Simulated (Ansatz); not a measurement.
# H on Pt(100): change of the work function, part 3 of 4

Aim: the work function of Pt(100) at several coverages of H (hollow site), and the dipole that each adsorbate carries.

Ansatz 0.2.0; plane-wave DFT, PBE, Ansatz PAW.

So far, work function, upper face (eV): step 2 (the clean slab) 5.66; step 3 (37 atoms, coverage 0.111 ML, cell 3x3) 5.66.

**4. Adsorbate added, k-mesh 6×6×1, coverage 0.25 ML**

System of this step: HPt16 (H/Pt(100)). The cell holds 17 atoms: 16 Pt and 1 H. Its edges and angles: a = 5.544 Å, b = 5.544 Å, c = 24.538 Å, α = 90.0°, β = 90.0°, γ = 90.0°. Vacuum lies along c.

Another coverage, to see how the dipoles act on each other as their distance changes.

File input.yaml:

```yaml
crystal:
  lattice:
    - [5.5437171646, 0.0, 0.0]
    - [0.0, 5.5437171646, 0.0]
    - [0.0, 0.0, 24.5384938827]
  atoms:
    - { symbol: Pt, position: [0.25, 0.25, 0.3667706764] }
    - { symbol: Pt, position: [0.0, 0.0, 0.4466451793] }
    - { symbol: Pt, position: [0.25, 0.25, 0.5283559097] }
    - { symbol: Pt, position: [0.0, 0.0, 0.6087779451] }
    - { symbol: Pt, position: [0.25, 0.75, 0.3667706764] }
    - { symbol: Pt, position: [0.0, 0.5, 0.4466451793] }
    - { symbol: Pt, position: [0.25, 0.75, 0.5283559097] }
    - { symbol: Pt, position: [0.0, 0.5, 0.6087779451] }
    - { symbol: Pt, position: [0.75, 0.25, 0.3667706764] }
    - { symbol: Pt, position: [0.5, 0.0, 0.4466451793] }
    - { symbol: Pt, position: [0.75, 0.25, 0.5283559097] }
    - { symbol: Pt, position: [0.5, 0.0, 0.6087779451] }
    - { symbol: Pt, position: [0.75, 0.75, 0.3667706764] }
    - { symbol: Pt, position: [0.5, 0.5, 0.4466451793] }
    - { symbol: Pt, position: [0.75, 0.75, 0.5283559097] }
    - { symbol: Pt, position: [0.5, 0.5, 0.6087779451] }
    - { symbol: H, position: [0.25, 0.25, 0.6332293236] }
kpoints:
  mp_grid: { grid: [6, 6, 1] }
hamiltonian:
  xc: pbe
scf:
  occupations: { method: fermi_dirac, width: 0.1 }
  convergence: { dr2_threshold: 1.0e-08 }
efield:
  axis: 3
  dipole_correction: true
  ramp_position: 0.97
  ramp_width: 0.06
relax:
  f_tol: 0.02
  max_steps: 60
  constraints: [{ sites: [0, 1, 4, 5, 8, 9, 12, 13] }]
output:
  dos: { projected: true, e_range: [-8, 4] }
  write_potential: true
  write_density: true
  volumetric_format: npy
  elf: true
```

Command:

```
$ ansatz run input.yaml --threads 4 --pin off --max-ram 16384MiB --backend cpu --events-out ev --progress --plain --runs-dir out
```

The log of the run:

```text
[...]
Crystal: 17 atoms, lattice volume = 754.137 Å³
Basis set: ecut = 420 eV, 14719 PW (Γ), exchange–correlation on 80×80×360 points (8 copies of the dense FFT grid, shifted against one another)
Bands: 174, of which v1, the nominal top of the filled ones, is band 145 counted from 1 (144 counted from 0)
Symmetry: 8 space group operations
[...]
k-points: 10 of 36
[...]
SCF iter   1: F=—  HF=-200378.043289 eV  |F-HF|=—  |Δ(HF+E_count)|=         —  Δρ=8.00e-3  dr2=4.34e0  ethr=1.77e-3  p=-0.011 e·Å  D=-2.65e-3 V/Å  ΔV_dip=0.06 eV  dr2_dipole=8.34e-1  V_vac-E_F(+/−)=5.22/5.16 eV  ⟨swp⟩=7.2  Hψ=7257  notcnv=0  defer=61
[...]
SCF iter  12: F=-200377.919074 eV  HF=-200377.919074 eV  |F-HF|=4.07e-8  |Δ(HF+E_count)|=   5.44e-8  Δρ=6.32e-7  dr2=7.17e-9  ethr=3.46e-12  p=0.003 e·Å  D=8.11e-4 V/Å  ΔV_dip=-0.02 eV  dr2_dipole=2.32e-12  V_vac-E_F(+/−)=5.64/5.66 eV  ⟨swp⟩=20.0  Hψ=13576  notcnv=0
SCF 1 converged in 12 iterations: F = -200377.919074 eV  dr2 = 7.17e-9
[...]
relax step   1: F+E_penalty+E_count = -200377.91907441 eV  Δ(F+E_penalty+E_count) = +0.000e0 eV  max|allowed force component| = 5.621e-1 eV/Å  Δτ_max = 0.0000 Å  (12 SCF iters, accepted)
[...]
SCF iter  12: F=-200377.927891 eV  HF=-200377.927891 eV  |F-HF|=1.09e-8  |Δ(HF+E_count)|=   1.84e-8  Δρ=3.73e-7  dr2=2.28e-9  ethr=2.63e-12  p=-0.001 e·Å  D=-2.38e-4 V/Å  ΔV_dip=0.01 eV  dr2_dipole=3.42e-13  V_vac-E_F(+/−)=5.67/5.66 eV  ⟨swp⟩=8.0  Hψ=10045  notcnv=0
SCF 2 converged in 12 iterations: F = -200377.927891 eV  dr2 = 2.28e-9
relax step   2: F+E_penalty+E_count = -200377.92789078 eV  Δ(F+E_penalty+E_count) = -8.816e-3 eV  max|allowed force component| = 3.955e-1 eV/Å  Δτ_max = 0.0972 Å  (12 SCF iters, accepted)
SCF iter   1: F=—  HF=-200377.957848 eV  |F-HF|=—  |Δ(HF+E_count)|=         —  Δρ=2.62e-3  dr2=3.09e-1  ethr=9.33e-4  p=-0.001 e·Å  D=-2.38e-4 V/Å  ΔV_dip=0.01 eV  dr2_dipole=9.51e-2  V_vac-E_F(+/−)=5.66/5.65 eV  ⟨swp⟩=3.1  Hψ=3126  notcnv=0  defer=135
[...]
SCF iter  10: F=-200377.949170 eV  HF=-200377.949170 eV  |F-HF|=1.87e-8  |Δ(HF+E_count)|=   3.71e-8  Δρ=4.15e-7  dr2=2.95e-9  ethr=3.46e-12  p=0.001 e·Å  D=3.32e-4 V/Å  ΔV_dip=-0.01 eV  dr2_dipole=1.74e-10  V_vac-E_F(+/−)=5.66/5.66 eV  ⟨swp⟩=15.4  Hψ=12924  notcnv=0
SCF 3 converged in 10 iterations: F = -200377.949170 eV  dr2 = 2.95e-9
relax step   3: F+E_penalty+E_count = -200377.94916961 eV  Δ(F+E_penalty+E_count) = -2.128e-2 eV  max|allowed force component| = 3.279e-2 eV/Å  Δτ_max = 0.0681 Å  (10 SCF iters, accepted)
SCF iter   1: F=—  HF=-200377.950147 eV  |F-HF|=—  |Δ(HF+E_count)|=         —  Δρ=1.57e-4  dr2=2.30e-4  ethr=1.36e-5  p=0.001 e·Å  D=3.32e-4 V/Å  ΔV_dip=-0.01 eV  dr2_dipole=5.46e-5  V_vac-E_F(+/−)=5.66/5.66 eV  ⟨swp⟩=2.0  Hψ=2609  notcnv=0  defer=3
[...]
SCF iter   8: F=-200377.949411 eV  HF=-200377.949411 eV  |F-HF|=8.76e-9  |Δ(HF+E_count)|=   2.24e-8  Δρ=2.80e-7  dr2=1.19e-9  ethr=3.46e-12  p=0.001 e·Å  D=3.10e-4 V/Å  ΔV_dip=-0.01 eV  dr2_dipole=5.85e-12  V_vac-E_F(+/−)=5.66/5.66 eV  ⟨swp⟩=11.6  Hψ=11477  notcnv=0
SCF 4 converged in 8 iterations: F = -200377.949411 eV  dr2 = 1.19e-9
relax step   4: F+E_penalty+E_count = -200377.94941123 eV  Δ(F+E_penalty+E_count) = -2.416e-4 eV  max|allowed force component| = 1.065e-2 eV/Å  Δτ_max = 0.0113 Å  (8 SCF iters, accepted)
[...]
SCF converged after 8 iterations
Free energy (F): -200377.949411 eV
[...]
Internal energy: -200377.045555 eV  (E = F + TS)
E sigma→0 (E₀):  -200377.497483 eV
Entropy (-TS):   -0.903856 eV (-53.168 meV/atom)
Fermi energy:    3.628624 eV
Dipole field:    D = 0.000312 V/Å  (p = 0.001299 e·Å, saw-weighted, corrected)
Work function:   Φ+ = 5.6561 eV   Φ− = 5.6638 eV
[...]
--- Forces (eV/Å), atoms counted from 1 ---
  atom   1  Pt    -0.00000000     0.00000000    -0.17405773
  atom   2  Pt    -0.07241437    -0.07241437     0.08431262
  atom   3  Pt     0.00000000     0.00000000    -0.00030015
  atom   4  Pt     0.00476976     0.00476976    -0.00144853
  atom   5  Pt     0.00000000     0.00000000    -0.06627622
  atom   6  Pt    -0.07241437     0.07241437     0.08431262
  atom   7  Pt     0.00000000     0.00000000    -0.00062597
  atom   8  Pt     0.00476976    -0.00476976    -0.00144853
  atom   9  Pt     0.00000000     0.00000000    -0.06627622
  atom  10  Pt     0.07241437    -0.07241437     0.08431262
  atom  11  Pt     0.00000000     0.00000000    -0.00062597
  atom  12  Pt    -0.00476976     0.00476976    -0.00144853
  atom  13  Pt     0.00000000     0.00000000    -0.03325604
  atom  14  Pt     0.07241437     0.07241437     0.08431262
  atom  15  Pt     0.00000000     0.00000000     0.01064812
  atom  16  Pt    -0.00476976    -0.00476976    -0.00144853
  atom  17  H     -0.00000000     0.00000000    -0.00069452
  max |Σ_I F_I| component: 8.35e-6 eV/Å
--- Band table (eV; the first three rows and the last of 10) ---
  k-point 0: bands = [... 141 lower, 3.7476, 3.8647, 3.8647, 4.1634, 4.2018, 4.2134, 4.6987, 4.7267, ... 25 higher]
  k-point 1: bands = [... 141 lower, 3.6342, 3.6386, 3.8017, 3.8265, 3.9242, 4.1149, 4.1674, 4.2908, ... 25 higher]
  k-point 2: bands = [... 141 lower, 3.5318, 3.5882, 3.6292, 3.6400, 3.6919, 3.8285, 3.8695, 3.9150, ... 25 higher]
  k-point 9: bands = [... 141 lower, 2.8088, 2.8206, 2.8206, 3.6766, 3.6766, 3.7112, 3.7122, 3.7130, ... 25 higher]
--- Relaxed structure (4 steps of the walk, 4 accepted, 0 SCFs on fresh bases) ---
  F+E_penalty+E_count = -200377.94941123 eV   max|allowed force component| = 1.065e-2 eV/Å
  atoms:
    - { symbol: Pt, position: [0.25, 0.25, 0.366771] }
    - { symbol: Pt, position: [0.0, 0.0, 0.4466451793] }
    - { symbol: Pt, position: [0.25, 0.25, 0.526944] }
    - { symbol: Pt, position: [0.00104185, 0.00104185, 0.610263] }
    - { symbol: Pt, position: [0.25, 0.75, 0.366771] }
    - { symbol: Pt, position: [0.0, 0.5, 0.4466451793] }
    - { symbol: Pt, position: [0.25, 0.75, 0.528387] }
    - { symbol: Pt, position: [0.00104185, 0.498958, 0.610263] }
    - { symbol: Pt, position: [0.75, 0.25, 0.366771] }
    - { symbol: Pt, position: [0.5, 0.0, 0.4466451793] }
    - { symbol: Pt, position: [0.75, 0.25, 0.528387] }
    - { symbol: Pt, position: [0.498958, 0.00104185, 0.610263] }
    - { symbol: Pt, position: [0.75, 0.75, 0.366771] }
    - { symbol: Pt, position: [0.5, 0.5, 0.4466451793] }
    - { symbol: Pt, position: [0.75, 0.75, 0.530294] }
    - { symbol: Pt, position: [0.498958, 0.498958, 0.610263] }
    - { symbol: H, position: [0.25, 0.25, 0.634876] }
```

The job ended after 3.1 min (4 threads of Arm Neoverse V1, shared host; peak memory 3.2 GiB).

Relaxation path:

```tsv
step	energy less that of the first step (eV)	largest force component (eV/Å)
1	0.0000	0.5621
2	-0.0088	0.3955
3	-0.0301	0.0328
4	-0.0303	0.0106
```

The run keeps the 8 symmetry operations that the program found, so distortions that break them were not tested.

The atoms that moved most (Å):

```tsv
atom	dx	dy	dz	length
Pt15	0.000	0.000	0.048	0.048
H17	0.000	0.000	0.040	0.040
Pt4	0.006	0.006	0.036	0.037
Pt12	-0.006	0.006	0.036	0.037
Pt8	0.006	-0.006	0.036	0.037
Pt16	-0.006	-0.006	0.036	0.037
Pt3	0.000	0.000	-0.035	0.035
```

Final coordinates:

```xyz
17
Lattice="5.5437 0.0000 0.0000 0.0000 5.5437 0.0000 0.0000 0.0000 24.5385" Properties=species:S:1:pos:R:3
Pt    1.3859    1.3859    9.0000
Pt    0.0000    0.0000   10.9600
Pt    1.3859    1.3859   12.9304
Pt    0.0058    0.0058   14.9749
Pt    1.3859    4.1578    9.0000
Pt    0.0000    2.7719   10.9600
Pt    1.3859    4.1578   12.9658
Pt    0.0058    2.7661   14.9749
Pt    4.1578    1.3859    9.0000
Pt    2.7719    0.0000   10.9600
Pt    4.1578    1.3859   12.9658
Pt    2.7661    0.0058   14.9749
Pt    4.1578    4.1578    9.0000
Pt    2.7719    2.7719   10.9600
Pt    4.1578    4.1578   13.0126
Pt    2.7661    2.7661   14.9749
H     1.3859    1.3859   15.5789
```

This step gave:

```yaml
energy_at_zero_smearing: -200377.4975 eV
work_function_upper_face: 5.656 eV
dipole_along_the_normal: 0.001299 e·Å
```

The density of states has structure finer than the step of the table below, so its rows give means over 0.5 eV. Peaks (eV: height): -3.79: 39.0, -3.31: 46.6, -2.08: 63.5, -1.17: 37.7, -0.69: 37.6, -0.57: 37.6, 0.09: 46.0.

Table of density of states by energy, zero at the Fermi level; means over each step:

```tsv
energy (eV)	density of states (states/eV a cell)
-7.5	3.10
-7.0	4.34
-6.5	10.2
-6.0	16.6
-5.5	21.7
-5.0	17.5
-4.5	18.1
-4.0	25.1
-3.5	25.3
-3.0	27.2
-2.5	19.9
-2.0	29.3
-1.5	25.3
-1.0	28.6
-0.5	29.3
0.0	27.0
0.5	10.1
1.0	4.71
1.5	5.10
```

Projected DOS per atom over height of the atomic layer and energy from the Fermi level. Layers: Pt4 Pt4 Pt4 Pt4 H from below.

Ten even steps from '_' (0.04 states/eV) to '@' (2.30 states/eV), each cell a mean:
```
__....____
..________
..____..__
------::__
##%%##**__
@@****%%__
@@++++@@__
%%++++@@__
##++++##__
@@==++@@__
##====##__
%%@@@@##__
++++**++__
++****++__
====++==__
--++++--__
==%%##==__
::##**..__
..====..__
__::::____
________..
______..::
```
Columns: height of the atomic layer (Å) from 9 to 15.6 (not evenly spaced); rows upwards: energy from the Fermi level (eV) from -7.96 to 1.95.

Valence density in the ca plane at fractional y = 0.250, with atoms of Pt and H within 0.2 Å of it. It is the smooth field of the valence electrons, not physical close to the nuclei.

Ten steps, logarithmic in the rise over the least value, from '0' (0 e/Å³) to '9' (11 e/Å³), each cell a mean:
```
00123432222222334322222210000000000000000000
01246764222223567642222110000000000000000000
01479986321224799853211100000000000000000000
02479996321125899963211100000000000000000000
01478985321224799853211100000000000000000000
01246764222223567532222110000000000000000000
00123332222222333322222210000000000000000000
00123322223222233222233210000000000000000000
01235543222223455432222211000000000000000000
01368875322224688742223321000000000000000000
01479986321125899863224431000000000000000000
01479986321125899853224431000000000000000000
01368875322224688742223321000000000000000000
01235543222223455432222211000000000000000000
00123322223222233222233210000000000000000000
```
Columns run along c (16.0 Å, from fractional 0.30 to 0.95 of the cell), rows up along a (5.5 Å). Atoms in or near the plane, at fractional coordinates: Pt at (0.37, 0.25), Pt at (0.53, 0.25), Pt at (0.37, 0.75), Pt at (0.53, 0.75), H at (0.63, 0.25).

ELF in the ca plane at fractional y = 0.250, with atoms of Pt and H within 0.2 Å of it. It is the smooth field of the valence electrons, not physical close to the nuclei.

Ten even steps from '0' (0.00) to '9' (0.96), each cell a mean:
```
11233222222222223222223221000000000000000000
12234543222222345422222211000000000000000000
12356664211123566642211110000000000000000000
12466765311123676642111110000000000000000000
12356664211123566642211110000000000000000000
12234442222222345322222211000000000000000000
11233222222222222222223221100000000000000000
11233222222222222222223321100000000000000000
12233322222222233222223332100000000000000000
12345653221123466532125764100000000000000000
12466764211123676642138996200000000000000000
12466764211123666642138996200000000000000000
12345653221122456432125764100000000000000000
12233322222222233222223332100000000000000000
11233222222222222222223321100000000000000000
```
Columns run along c (16.0 Å, from fractional 0.30 to 0.95 of the cell), rows up along a (5.5 Å). Atoms in or near the plane, at fractional coordinates: Pt at (0.37, 0.25), Pt at (0.53, 0.25), Pt at (0.37, 0.75), Pt at (0.53, 0.75), H at (0.63, 0.25).

Electrostatic potential energy in the ca plane at fractional y = 0.250, with atoms of Pt and H within 0.2 Å of it. With pseudopotentials it is smooth inside the atoms' cores, unlike the true potential.

Ten even steps from '0' (-70 eV) to '9' (9 eV), each cell a mean:
```
99998889999999988899999999999999999999999999
99974358999998743589999999999999999999999999
99840016899997300269999999999999999999999999
99730005899997200058999999999999999999999999
99840026999998400269999999999999999999999999
99974458999998744689999999999999999999999999
99998889999999988899999999999999999999999999
99999999999999999999999999999999999999999999
99987678999999866799999999999999999999999999
99852137999998521479999899999999999999999999
99730005899997200168997479999999999999999999
99730015899997200168997479999999999999999999
99852137999998521479999899999999999999999999
99987678999999876899999999999999999999999999
99999999999999999999999999999999999999999999
```
Columns run along c (16.0 Å, from fractional 0.30 to 0.95 of the cell; values clipped at the 3rd and 97th percentile), rows up along a (5.5 Å). Atoms in or near the plane, at fractional coordinates: Pt at (0.37, 0.25), Pt at (0.53, 0.25), Pt at (0.37, 0.75), Pt at (0.53, 0.75), H at (0.63, 0.25).

The relaxation took 4 steps and lowered the energy by 0.030 eV; the largest force on the free atoms ends at 0.011 eV/Å.

The covered face has 5.66 eV, +0.00 eV against the clean one; the bare back face has moved by +0.01 eV, a measure of how thin the slab is.

**5. Adsorbate added, k-mesh 6×6×1, coverage 0.5 ML**

System of this step: HPt8 (H/Pt(100)). The cell holds 18 atoms: 16 Pt and 2 H. Its edges and angles: a = 5.544 Å, b = 5.544 Å, c = 24.538 Å, α = 90.0°, β = 90.0°, γ = 90.0°. Vacuum lies along c.

Another coverage, to see how the dipoles act on each other as their distance changes.

Edit input.yaml of step 4 so:

```diff
@@ -23,2 +23,3 @@
     - { symbol: H, position: [0.25, 0.25, 0.6332293236] }
+    - { symbol: H, position: [0.75, 0.75, 0.6332293236] }
 kpoints:
```

The log of the run:

```text
[...]
Crystal: 18 atoms, lattice volume = 754.137 Å³
Basis set: ecut = 420 eV, 14719 PW (Γ), exchange–correlation on 80×80×360 points (8 copies of the dense FFT grid, shifted against one another)
Bands: 174, of which v1, the nominal top of the filled ones, is band 145 counted from 1 (144 counted from 0)
Symmetry: 16 space group operations
[...]
- { symbol: Pt, position: [0.25, 0.75, 0.528405] }
    - { symbol: Pt, position: [0, 0.5, 0.611918] }
[...]
- { symbol: Pt, position: [0.75, 0.75, 0.366771] }
    - { symbol: Pt, position: [0.5, 0.5, 0.4466451793] }
    - { symbol: Pt, position: [0.75, 0.75, 0.528746] }
    - { symbol: Pt, position: [0.5, 0.5, 0.611918] }
    - { symbol: H, position: [0.25, 0.25, 0.635877] }
    - { symbol: H, position: [0.75, 0.75, 0.635877] }
[key lines of the parts left out:]
SCF converged after 9 iterations
Free energy (F): -200394.076746 eV
Fermi energy:    3.657903 eV
Dipole field:    D = 0.000318 V/Å  (p = 0.001326 e·Å, saw-weighted, corrected)
Work function:   Φ+ = 5.6643 eV   Φ− = 5.6721 eV
```

Run time: 3.2 min. Hardware: 4 threads; peak memory 3.2 GiB.

Relaxation path:

```tsv
step	energy less that of the first step (eV)	largest force component (eV/Å)
1	0.0000	0.4490
2	0.0032	0.3524
3	-0.0632	0.0501
4	-0.0638	0.0111
```

Relaxation step 2 was tried and not accepted.

Forces are held to the 16 operations that the program found; a distortion that breaks them can't arise in this run.

The atoms that moved most (Å):

```tsv
atom	dx	dy	dz	length
Pt4	0.000	0.000	0.077	0.077
Pt8	0.000	0.000	0.077	0.077
Pt16	0.000	0.000	0.077	0.077
Pt12	0.000	0.000	0.077	0.077
H18	0.000	0.000	0.065	0.065
H17	0.000	0.000	0.065	0.065
Pt3	0.000	0.000	0.010	0.010
Pt15	0.000	0.000	0.010	0.010
```

The relaxed structure:

```
Pt H
1.0
     5.54372    0.00000    0.00000
     0.00000    5.54372    0.00000
     0.00000    0.00000   24.53849
Pt H
16 2
Cartesian
  1.3859 1.3859 9.0000
  0.0000 0.0000 10.9600
  1.3859 1.3859 12.9746
  0.0000 0.0000 15.0155
  1.3859 4.1578 9.0000
  0.0000 2.7719 10.9600
  1.3859 4.1578 12.9663
  0.0000 2.7719 15.0155
  4.1578 1.3859 9.0000
  2.7719 0.0000 10.9600
  4.1578 1.3859 12.9663
  2.7719 0.0000 15.0155
  4.1578 4.1578 9.0000
  2.7719 2.7719 10.9600
  4.1578 4.1578 12.9746
  2.7719 2.7719 15.0155
  1.3859 1.3859 15.6035
  4.1578 4.1578 15.6035
```

(Part 3 of 4 ends here.)

[Long decimals in the printed logs are rounded to 6 places.]

[Logs are printed without paths, hosts, clocks, repeated set-up lines and the standing remarks that a program may print on its own settings, such as how far it seeks lower states.]

[Hosts, paths, dates, database ids (printed as entryN), source tags and the programs' standing remarks are cut or masked in the printed files.]

[Maps of the electrostatic potential energy from Ansatz leave out the sawtooth potential of an applied field or a dipole correction, so their vacuum need not be flat; planar profiles and work functions include it.]
